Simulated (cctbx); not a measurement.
**MgCoGe2S6 with cctbx, script by script**

Library: cctbx 2025.11. The data are simulated by the first script.

## 1. Simulate the data

run.py:

```python
from cctbx import adptbx, crystal, miller, sgtbx, xray
from cctbx.array_family import flex
from iotbx.shelx import hklf
from scitbx import matrix
import scitbx.random

cs = crystal.symmetry(unit_cell=(12.176, 11.039, 6.559, 90, 101.61, 90), space_group_symbol='Hall: -C 2yc')  # C2/c
atoms = [  # label, site, U (iso, or U11 U22 U33 U12 U13 U23 in A^2), occupancy
    ("Ge1", (0.1968, 0.4086, 0.7909), 0.0125, 1),
    ("Co1", (0, 0.0988, 0.75), 0.0112, 1),
    ("S1", (0.3874, 0.4065, 0.8812), 0.0125, 1),
    ("S2", (0.1164, 0.7427, 0.1106), 0.0128, 1),
    ("S3", (0.1325, 0.5717, 0.5928), 0.0147, 1),
    ("Mg1", (0, 0.7357, 0.75), 0.0160, 1),
]
xs = xray.structure(crystal_symmetry=cs)
for label, site, u, occ in atoms:
    u = adptbx.u_cif_as_u_star(cs.unit_cell(), u) if isinstance(u, tuple) else u
    xs.add_scatterer(xray.scatterer(label, site=site, u=u, occupancy=occ))
xs.set_inelastic_form_factors(0.71073, "sasaki")
xs.show_summary()
p1 = xs.expand_to_p1()
ms = miller.build_set(p1, anomalous_flag=True, d_min=0.8)
flex.set_random_seed(247743)
scitbx.random.set_random_seed(247743)
ms = ms.select(flex.random_double(ms.size()) < 0.8)
i = ms.structure_factors_from_scatterers(p1, algorithm="direct").f_calc().as_intensity_array().data()
i = i / flex.sqrt(1 + 0.3 * i / flex.max(i))  # extinction
i = i * 20000 / flex.max(i)
sig = flex.sqrt(i + flex.pow2(0.03 * i) + 15 ** 2)
noise = scitbx.random.variate(scitbx.random.normal_distribution())(i.size())
data = ms.array(data=i + sig * noise, sigmas=sig).set_observation_type_xray_intensity()
with open("data.hkl", "w") as f:
    data.export_as_shelx_hklf(f)
print("reflections written:", data.size(), " <I/sigma> = %.1f" % flex.mean(data.data() / data.sigmas()))
for h, a, b in list(data.sort("data"))[:12]:
    print("%4d%4d%4d %9.1f %7.1f" % (h + (a, b)))
```

```console
$ python run.py
```

```text
Number of scatterers: 6
At special positions: 2
Unit cell: (12.176, 11.039, 6.559, 90, 101.61, 90)
Space group: C 1 2/c 1 (No. 15)
reflections written: 5581  <I/sigma> = 5.7
  -5   3  -1   20889.7   616.6
   5  -3   1   20650.4   616.6
   5   3   1   19623.6   616.6
  -1  -3   3   19328.5   586.4
   1   3  -3   19017.9   586.4
  -5  -3  -1   18937.4   616.6
   0   6   0   18315.5   586.1
  -1   3   3   18251.7   586.4
   0  -6   0   18199.2   586.1
   6   0  -2   17835.2   558.3
   4   0   4   12780.9   377.3
  -4   0  -4   12455.2   377.3
```

It took 0.24 s on 1 thread of Arm Neoverse V2, with other jobs on the host, peak memory 0.07 GiB.

## 2. Symmetry

run.py:

```python
from cctbx import crystal, sgtbx, statistics
from cctbx.array_family import flex
from iotbx.shelx import hklf

p1 = crystal.symmetry(unit_cell=(12.176, 11.039, 6.559, 90, 101.61, 90), space_group_symbol="P 1")
raw = hklf.reader(file_name="data.hkl").as_miller_arrays(crystal_symmetry=p1, anomalous=True)[0]
print(raw.size(), "reflections to d = %.3f A" % raw.d_min())
isig = raw.data() / raw.sigmas()
print("centring   violations  <I/sigma> of those")
best = "P"
for c in "ABCIRF":
    a = raw.customized_copy(space_group_info=sgtbx.space_group_info("Hall: %s 1" % c)).sys_absent_flags().data()
    m = flex.mean(isig.select(a))
    print("%5s %10d of %5d %8.1f" % (c, (isig.select(a) > 4).count(True), a.count(True), m))
    if (isig.select(a) > 4).count(True) < 0.01 * a.count(True):
        best = c
raw = raw.select(~raw.customized_copy(space_group_info=sgtbx.space_group_info("Hall: %s 1" % best)).sys_absent_flags().data())
isig = raw.data() / raw.sigmas()
rows = []
for s in sgtbx.space_group_symbol_iterator():
    g = sgtbx.space_group(s)
    if g.conventional_centring_type_symbol() != best or not g.is_compatible_unit_cell(p1.unit_cell(), 1e-3, 0.02):
        continue
    rows.append((s, g))
print("Laue class    unique    Rint  (classes that these axes allow; Friedel mates merged)")
rint = {}
for s, g in rows:
    laue = g.build_derived_patterson_group()
    key = laue.type().hall_symbol()
    if key not in rint:
        m = raw.customized_copy(space_group_info=laue.info(), anomalous_flag=False).merge_equivalents()
        rint[key] = m.r_int()
        print("%-14s %6d %7.3f" % (laue.type().lookup_symbol(), m.array().size(), m.r_int()))
floor = min(rint.values())
good = [(s, g) for s, g in rows if rint[g.build_derived_patterson_group().type().hall_symbol()] < 2 * floor + 0.03]
top = max(g.build_derived_patterson_group().order_z() for s, g in good)
print("space group    extra absences  I>4sigma  <I/sigma>")
for s, g in good:
    laue = g.build_derived_patterson_group()
    if laue.order_z() != top:
        continue
    a = raw.customized_copy(space_group_info=g.info()).sys_absent_flags().data()
    a &= ~raw.customized_copy(space_group_info=laue.info()).sys_absent_flags().data()
    bad = (isig.select(a) > 4).count(True)
    if bad <= 0.03 * a.count(True):
        print("%-16s %8d %10d %9s  %s" % (s.universal_hermann_mauguin(), a.count(True), bad, "%.1f" % flex.mean(isig.select(a)) if a.count(True) else "-", "centric" if g.is_centric() else "acentric"))
laue = max(good, key=lambda t: t[1].build_derived_patterson_group().order_z())[1].build_derived_patterson_group()
f = raw.customized_copy(space_group_info=laue.info(), anomalous_flag=False).merge_equivalents().array().eliminate_sys_absent().f_sq_as_f()
f.set_observation_type_xray_amplitude()
bins = max(3, min(8, f.size() // 12))
f.setup_binner(n_bins=bins)
w = statistics.wilson_plot(f, {e: n / laue.order_z() for e, n in {'Ge': 8.0, 'Co': 4.0, 'S': 24.0, 'Mg': 4.0}.items()}, e_statistics=True)
print("Wilson B = %.2f A^2   <|E^2-1|> = %.3f (0.968 centric, 0.736 acentric)   E^2>4: %.1f %%" % (w.wilson_b, w.mean_e_sq_minus_1, w.percent_e_sq_gt_2))
print("shell (A)         n   <I/sigma>")
m = raw.customized_copy(space_group_info=laue.info(), anomalous_flag=False).merge_equivalents().array().eliminate_sys_absent()
for b in m.setup_binner(n_bins=bins).range_used():
    sel = m.binner().selection(b)
    print("%5.2f - %4.2f %6d %8.1f" % (min(m.binner().bin_d_range(b)[0] if m.binner().bin_d_range(b)[0] > 0 else 99, 99), m.binner().bin_d_range(b)[1], sel.count(True), flex.mean((m.data() / m.sigmas()).select(sel))))
```

```console
$ python run.py
```

```text
5581 reflections to d = 0.800 A
centring   violations  <I/sigma> of those
    A        941 of  2801      5.6
    B        941 of  2811      5.6
    C          0 of  2782      0.0
    I        959 of  2797      5.7
    R       1305 of  3733      5.8
    F        941 of  4197      3.8
Laue class    unique    Rint  (classes that these axes allow; Friedel mates merged)
C 1 2/m 1         926   0.033
space group    extra absences  I>4sigma  <I/sigma>
C 1 2 1                 0          0         -  acentric
C 1 m 1                 0          0         -  acentric
C 1 c 1                77          0      -0.0  acentric
C 1 n 1                77          0      -0.0  acentric
C 1 2/m 1               0          0         -  centric
C 1 2/c 1              77          0      -0.0  centric
C 1 2/n 1              77          0      -0.0  centric
Wilson B = 0.70 A^2   <|E^2-1|> = 0.991 (0.968 centric, 0.736 acentric)   E^2>4: 4.4 %
shell (A)         n   <I/sigma>
 8.10 - 1.60    119     23.6
 1.60 - 1.27    122     22.6
 1.27 - 1.11    115     17.5
 1.11 - 1.01    114     18.7
 1.01 - 0.94    114     15.9
 0.94 - 0.88    117     16.1
 0.88 - 0.84    109     14.9
 0.84 - 0.80    116     12.7
```

Time: 0.24 s.

## 3. Charge flipping

run.py:

```python
import itertools
from cctbx import crystal, maptbx
from cctbx.array_family import flex
from iotbx.shelx import hklf
from smtbx.ab_initio import charge_flipping as cf

cs = crystal.symmetry(unit_cell=(12.176, 11.039, 6.559, 90, 101.61, 90), space_group_symbol='Hall: -C 2yc')  # C2/c
raw = hklf.reader(file_name="data.hkl").as_miller_arrays(crystal_symmetry=cs, anomalous=True)[0]
merged = raw.eliminate_sys_absent().merge_equivalents()
fo2 = merged.array().set_observation_type_xray_intensity()
f = fo2.average_bijvoet_mates().f_sq_as_f().resolution_filter(d_min=0.8)
p1 = f.expand_to_p1()
p1.setup_binner_counting_sorted(reflections_per_bin=max(40, p1.size() // 12))
work = p1.array(data=p1.data() / p1.amplitude_quasi_normalisations().data())
flex.set_random_seed(59600)
it = cf.weak_reflection_improved_iterator(delta=None, weak_reflection_fraction=0.2)
it.start(work, phases=flex.random_double(p1.size()) * 6.2832, f_000=0)
it.delta = 1 * it.rho_map.sigma()
print("cycle      R  skewness")
for n, st in enumerate(itertools.islice(it, 300)):
    if n % 25 == 0:
        print("%5d %6.3f %8.2f" % (n, st.r1_factor(), st.rho_map.skewness()))
rho = p1.phase_transfer(it.f_calc).fft_map().apply_volume_scaling()
polish = cf.low_density_elimination_iterator(constant_rho_c=rho.sigma())
polish.start(f_obs=p1, phases=it.f_calc, f_000=0)
for _ in range(8):
    next(polish)
print("origin shift          correlation  skewness")
maps = []
for fc, shift, cc in itertools.islice(cf.f_calc_symmetrisations(f, polish.f_calc, 0), 4):
    m = f.phase_transfer(fc).fft_map(symmetry_flags=maptbx.use_space_group_symmetry, resolution_factor=0.25).apply_sigma_scaling()
    maps.append((m.skewness(), cc, m))
    print("%6.3f %6.3f %6.3f %10.3f %9.2f" % (tuple(shift) + (cc, m.skewness())))
skew, cc, m = max((t for t in maps if t[1] > maps[0][1] - 0.04), key=lambda t: t[0])
print("taken: symmetry correlation %.3f, skewness %.2f" % (cc, skew))
peaks = m.peak_search(parameters=maptbx.peak_search_parameters(min_distance_sym_equiv=0.9, max_clusters=11)).all()
sps = cs.special_position_settings(min_distance_sym_equiv=0.5)
print("peak      x       y       z  mult  height/sigma")
for k, (x, h) in enumerate(zip(peaks.sites(), peaks.heights())):
    ss = sps.site_symmetry(x)
    print("Q%-3d %7.4f %7.4f %7.4f %4d %8.1f" % ((k + 1,) + tuple(t % 1 for t in ss.exact_site()) + (ss.multiplicity(), h)))
```

```console
$ python run.py
```

```text
cycle      R  skewness
    0  0.592     0.46
   25  0.482     3.61
   50  0.473     3.65
   75  0.477     3.82
  100  0.450     4.04
  125  0.455     4.22
  150  0.459     4.03
  175  0.447     3.87
  200  0.455     3.94
  225  0.465     4.17
  250  0.462     4.21
  275  0.457     4.13
origin shift          correlation  skewness
 0.075  0.138  0.243      0.902      1.62
 0.076  0.309  0.243      0.902      1.53
 0.386  0.139  0.173      0.900      1.22
 0.386  0.308  0.174      0.899      1.54
taken: symmetry correlation 0.902, skewness 1.62
peak      x       y       z  mult  height/sigma
Q1    0.1484  0.4132  0.1631    8      9.3
Q2    0.1488  0.4089  0.7844    8      7.6
Q3    0.0320  0.0872  0.4101    8      6.2
Q4    0.1651  0.2379  0.2743    8      6.0
Q5    0.0659  0.4130  0.4721    8      5.1
Q6    0.2342  0.1031  0.8246    8      4.6
Q7    0.0517  0.3838  0.7536    8      4.1
Q8    0.2562  0.1747  0.7399    8      3.8
Q9    0.0353  0.2444  0.9192    8      3.8
Q10   0.1531  0.0599  0.7548    8      3.7
Q11   0.2015  0.4808  0.2806    8      3.6
```

Time: 0.45 s.

## 4. Refinement (model from the peaks)

run.py:

```python
import math
from cctbx import adptbx, crystal, maptbx, sgtbx, xray
from cctbx.array_family import flex
from cctbx.xray import observations
from iotbx.shelx import hklf
from scitbx.lstbx import normal_eqns_solving
from smtbx import absolute_structure, utils
from smtbx.refinement import constraints, least_squares

cs = crystal.symmetry(unit_cell=(12.176, 11.039, 6.559, 90, 101.61, 90), space_group_symbol='Hall: -C 2yc')  # C2/c
atoms = [  # label, site, U (iso, or U11 U22 U33 U12 U13 U23 in A^2), occupancy
    ("S1", (0.1484, 0.4132, 0.1631), 0.0200, 1),
    ("Ge1", (0.1488, 0.4089, 0.7844), 0.0200, 1),
    ("S2", (0.032, 0.0872, 0.4101), 0.0200, 1),
    ("S3", (0.1651, 0.2379, 0.2743), 0.0200, 1),
]
xs = xray.structure(crystal_symmetry=cs)
for label, site, u, occ in atoms:
    u = adptbx.u_cif_as_u_star(cs.unit_cell(), u) if isinstance(u, tuple) else u
    xs.add_scatterer(xray.scatterer(label, site=site, u=u, occupancy=occ))
xs.set_inelastic_form_factors(0.71073, "sasaki")
raw = hklf.reader(file_name="data.hkl").as_miller_arrays(crystal_symmetry=cs, anomalous=True)[0]
merged = raw.eliminate_sys_absent().merge_equivalents()
fo2 = merged.array().set_observation_type_xray_intensity()
print("Rint %.3f, %d unique reflections to %.2f A" % (merged.r_int(), fo2.size(), fo2.d_min()))
for sc in xs.scatterers():
    sc.flags.set_grad_site(True)
    sc.flags.set_grad_u_aniso(sc.flags.use_u_aniso())
    sc.flags.set_grad_u_iso(sc.flags.use_u_iso())
obs = fo2.as_xray_observations()
extra = {}
rep = constraints.reparametrisation(xs, [], utils.connectivity_table(xs), **extra)
ls = least_squares.crystallographic_ls(obs, rep, weighting_scheme=least_squares.mainstream_shelx_weighting(a=0, b=0))
print("cycle     R1     wR2    GooF  max shift (A)")
for cycle in range(6):
    ls.build_up()
    r1, wr2, goof = ls.r1_factor(cutoff_factor=2)[0], ls.wR2(), ls.goof()
    old = xs.sites_cart()
    normal_eqns_solving.levenberg_marquardt_iterations(ls, n_max_iterations=3, tau=0.0001, step_threshold=1e-7)
    big = flex.max((xs.sites_cart() - old).norms())
    print("%4d %7.4f %7.4f %7.3f %9.5f" % (cycle + 1, r1, wr2, goof, big))
    ls.build_up(objective_only=True)
    if abs(ls.wR2() - wr2) < 5e-5 and big < 5e-4:
        break
ls.build_up()
print("final R1 %.4f wR2 %.4f GooF %.3f  parameters %d  data/parameter %.1f" % (ls.r1_factor(cutoff_factor=2)[0], ls.wR2(), ls.goof(), ls.n_parameters, fo2.size() / ls.n_parameters))
cov = ls.covariance_matrix_and_annotations()
su = dict(zip(cov.annotations, (math.sqrt(max(v, 0)) for v in cov.matrix.matrix_packed_u_diagonal())))
a2 = cs.unit_cell().reciprocal_parameters()[0] ** -2
print("atom        x        y        z      Ueq    occ   su(xyz)  su(Uiso or U11)")
for sc in xs.scatterers():
    s = max(su.get(sc.label + k, 0) for k in (".x", ".y", ".z"))
    npd = "" if sc.is_positive_definite_u(cs.unit_cell()) else "  NPD"
    print("%-5s %8.5f %8.5f %8.5f %8.4f %6.3f %8.5f %7.4f%s" % ((sc.label,) + sc.site + (sc.u_iso_or_equiv(cs.unit_cell()), sc.occupancy, s, su.get(sc.label + ".uiso", su.get(sc.label + ".u11", 0) * a2), npd)))
fo = fo2.f_sq_as_f()
fc = fo.structure_factors_from_scatterers(xs, algorithm="direct").f_calc()
diff = fo.f_obs_minus_f_calc(1 / math.sqrt(ls.scale_factor()), fc).average_bijvoet_mates()
m = diff.fft_map(symmetry_flags=maptbx.use_space_group_symmetry, resolution_factor=0.25).apply_volume_scaling()
print("difference map: max %.2f min %.2f rms %.2f" % (m.statistics().max(), m.statistics().min(), m.statistics().sigma()))
peaks = m.peak_search(parameters=maptbx.peak_search_parameters(min_distance_sym_equiv=0.6, max_clusters=7)).all()
near = xs.closest_distances(peaks.sites(), distance_cutoff=4)
sps = cs.special_position_settings(min_distance_sym_equiv=0.5)
for k, (x, h) in enumerate(zip(peaks.sites(), peaks.heights())):
    ss = sps.site_symmetry(x)
    print("Q%-3d %7.4f %7.4f %7.4f %4d %7.2f  %.2f A from %s" % ((k + 1,) + tuple(t % 1 for t in ss.exact_site()) + (ss.multiplicity(), h, near.smallest_distances[k], xs.scatterers()[near.i_seqs[k]].label)))
```

```console
$ python run.py
```

```text
Rint 0.033, 878 unique reflections to 0.80 A
cycle     R1     wR2    GooF  max shift (A)
   1  0.6137  0.8577  21.034   0.23525
   2  0.5515  0.8171  20.038   0.08112
   3  0.5474  0.8146  19.978   0.03873
   4  0.5466  0.8132  19.942   0.03533
   5  0.5456  0.8122  19.918   0.03509
   6  0.5447  0.8115  19.900   0.03633
final R1 0.5445 wR2 0.8108 GooF 19.884  parameters 16  data/parameter 54.9
atom        x        y        z      Ueq    occ   su(xyz)  su(Uiso or U11)
S1     0.15118  0.39863  0.19654   0.0106  1.000  0.00460  0.0059
Ge1    0.15024  0.40750  0.77606   0.0059  1.000  0.00203  0.0033
S2     0.03690  0.08948  0.37563   0.0113  1.000  0.00443  0.0061
S3     0.19489  0.24763  0.29201   0.0686  1.000  0.01071  0.0182
difference map: max 58.67 min -44.84 rms 5.99
Q1    0.1510  0.4124  0.7834    8   61.35  0.07 A from Ge1
Q2    0.1494  0.4087  0.9785    8   38.29  1.33 A from Ge1
Q3    0.1550  0.4065  0.1717    8   34.57  0.20 A from S1
Q4    0.0159  0.0721  0.8368    8   31.60  1.81 A from S2
Q5    0.2390  0.0905  0.4399    8   30.14  2.01 A from S3
Q6    0.1649  0.2411  0.6501    8   28.15  1.68 A from S3
Q7    0.2500  0.2500  0.0000    4   28.11  2.15 A from S3
```

Time: 0.56 s.

Figures of merit this high mean that the model is still wrong or incomplete.

## 5. Charge flipping

run.py, as its changes from the last script of this kind:

```diff
@@ -13,3 +13,2 @@
-p1.setup_binner_counting_sorted(reflections_per_bin=max(40, p1.size() // 12))
-work = p1.array(data=p1.data() / p1.amplitude_quasi_normalisations().data())
-flex.set_random_seed(59600)
+work = p1
+flex.set_random_seed(59601)
@@ -20,2 +19,2 @@
-for n, st in enumerate(itertools.islice(it, 300)):
-    if n % 25 == 0:
+for n, st in enumerate(itertools.islice(it, 600)):
+    if n % 50 == 0:
```

```console
$ python run.py
```

```text
cycle      R  skewness
    0  0.573     0.55
   50  0.292     5.64
  100  0.234     5.06
  150  0.236     4.98
  200  0.237     4.99
  250  0.230     4.94
  300  0.229     4.92
  350  0.236     4.93
  400  0.241     4.93
  450  0.234     4.95
  500  0.237     4.95
  550  0.234     4.91
origin shift          correlation  skewness
 0.103  0.437  0.171      0.864      1.28
 0.226  0.437  0.051      0.863      1.29
 0.479  0.435  0.301      0.864      1.26
 0.352  0.271  0.422      0.867      1.93
taken: symmetry correlation 0.867, skewness 1.93
peak      x       y       z  mult  height/sigma
Q1    0.1509  0.0947  0.9888    8      9.9
Q2    0.0337  0.4184  0.5899    8      8.9
Q3    0.0636  0.0922  0.5980    8      7.7
Q4    0.0542  0.2643  0.1037    8      4.5
Q5    0.2519  0.2358  0.1581    8      4.2
Q6    0.2441  0.0266  0.4441    8      4.1
Q7    0.2473  0.1530  0.4328    8      4.0
Q8    0.0000  0.3670  0.7500    4      3.9
Q9    0.1039  0.3628  0.0851    8      3.6
Q10   0.0000  0.4527  0.7500    4      3.5
Q11   0.1052  0.2006  0.5817    8      3.5
```

Time: 0.59 s.

## 6. Refinement (model from the peaks)

run.py, as its changes from the last script of this kind:

```diff
@@ -12,4 +12,5 @@
-    ("S1", (0.1484, 0.4132, 0.1631), 0.0200, 1),
-    ("Ge1", (0.1488, 0.4089, 0.7844), 0.0200, 1),
-    ("S2", (0.032, 0.0872, 0.4101), 0.0200, 1),
-    ("S3", (0.1651, 0.2379, 0.2743), 0.0200, 1),
+    ("S1", (0.1509, 0.0947, 0.9888), 0.0200, 1),
+    ("Ge1", (0.0337, 0.4184, 0.5899), 0.0200, 1),
+    ("S2", (0.0636, 0.0922, 0.598), 0.0200, 1),
+    ("S3", (0.0542, 0.2643, 0.1037), 0.0200, 1),
+    ("Mg1", (0, 0.367, 0.75), 0.0200, 1),
@@ -60 +61 @@
-peaks = m.peak_search(parameters=maptbx.peak_search_parameters(min_distance_sym_equiv=0.6, max_clusters=7)).all()
+peaks = m.peak_search(parameters=maptbx.peak_search_parameters(min_distance_sym_equiv=0.6, max_clusters=6)).all()
```

```console
$ python run.py
```

```text
Rint 0.033, 878 unique reflections to 0.80 A
cycle     R1     wR2    GooF  max shift (A)
   1  0.7173  0.9428  23.148   0.16743
   2  0.7031  0.9398  23.073   0.04770
   3  0.5925  0.8788  21.576   0.18976
   4  0.5884  0.8752  21.489   0.44025
   5  0.5838  0.8724  21.420   0.05387
   6  0.5829  0.8720  21.410   0.02464
final R1 0.6774 wR2 0.9283 GooF 22.792  parameters 18  data/parameter 48.8
atom        x        y        z      Ueq    occ   su(xyz)  su(Uiso or U11)
S1     0.14961  0.09038  0.99274   0.0409  1.000  0.01801  0.0273
Ge1    0.02685  0.41349  0.58999   0.0190  1.000  0.00623  0.0071
S2     0.06398  0.08485  0.59568   0.0153  1.000  0.01270  0.0158
S3     0.06502  0.27892  0.10545   0.0097  1.000  0.01185  0.0142
Mg1    0.00000  0.29360  0.75000   0.0349  1.000  0.01654  0.0440
difference map: max 144.88 min -38.55 rms 9.30
Q1    0.0296  0.4138  0.5938    8  149.68  0.04 A from Ge1
Q2    0.1566  0.0922  0.9729    8   84.79  0.17 A from S1
Q3    0.0568  0.0874  0.5888    8   54.15  0.09 A from S2
Q4    0.0557  0.2680  0.0898    8   49.04  0.18 A from S3
Q5    0.2150  0.2557  0.1834    8   45.65  1.81 A from S3
Q6    0.2272  0.0928  0.6456    8   43.94  1.95 A from S2
```

It took 0.54 s on 1 thread of Arm Neoverse V2, on a shared host, peak memory 0.09 GiB.

Figures of merit this high mean that the model is still wrong or incomplete.

[Logs are printed without paths, hosts, clocks, repeated set-up lines and the standing remarks that a program may print on its own settings, such as how far it seeks lower states.]
